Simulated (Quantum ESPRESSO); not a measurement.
# Voltage at the next charge: Au(111), 5 layers against an electrode

How the rows were computed: Quantum ESPRESSO 7.5, PBE, GBRV ultrasoft; ESM with bc3, a metal electrode 5.87 Å above the top atoms; cell area 7.208 Å²; ions fixed. V is the potential energy of an electron at the electrode over the slab's Fermi level, divided by e, so that it equals the work function at zero charge; positive charge removes electrons.

| charge (e a cell) | V (V) |
| --- | --- |
| 0 | 5.338 |
| 0.0108 | 6.532 |
| 0.0216 | 7.740 |

To predict: What is V at a charge of 0.0432 e, and what capacitance do the rows imply?

**Worked estimate.** The last two rows give dV/dq = (7.740 − 6.532)/(0.0216 − 0.0108) = 111.9 V/e, so C = 1602/(7.208 × 111.9) = 1.99 µF/cm², an effective gap of 8.854/1.99 = 4.46 Å. At constant C, V = 7.740 + 111.9 × 0.0216 = 10.16 V.

**Check.** V = 10.178 V; the estimate misses by −0.02 V, 0.9 % of the step. Over the three intervals C goes 2.01, 1.99 and 1.97 µF/cm².

**Limits.** Vacuum fills the gap; a dielectric or electrolyte would change C. The slab is thin.
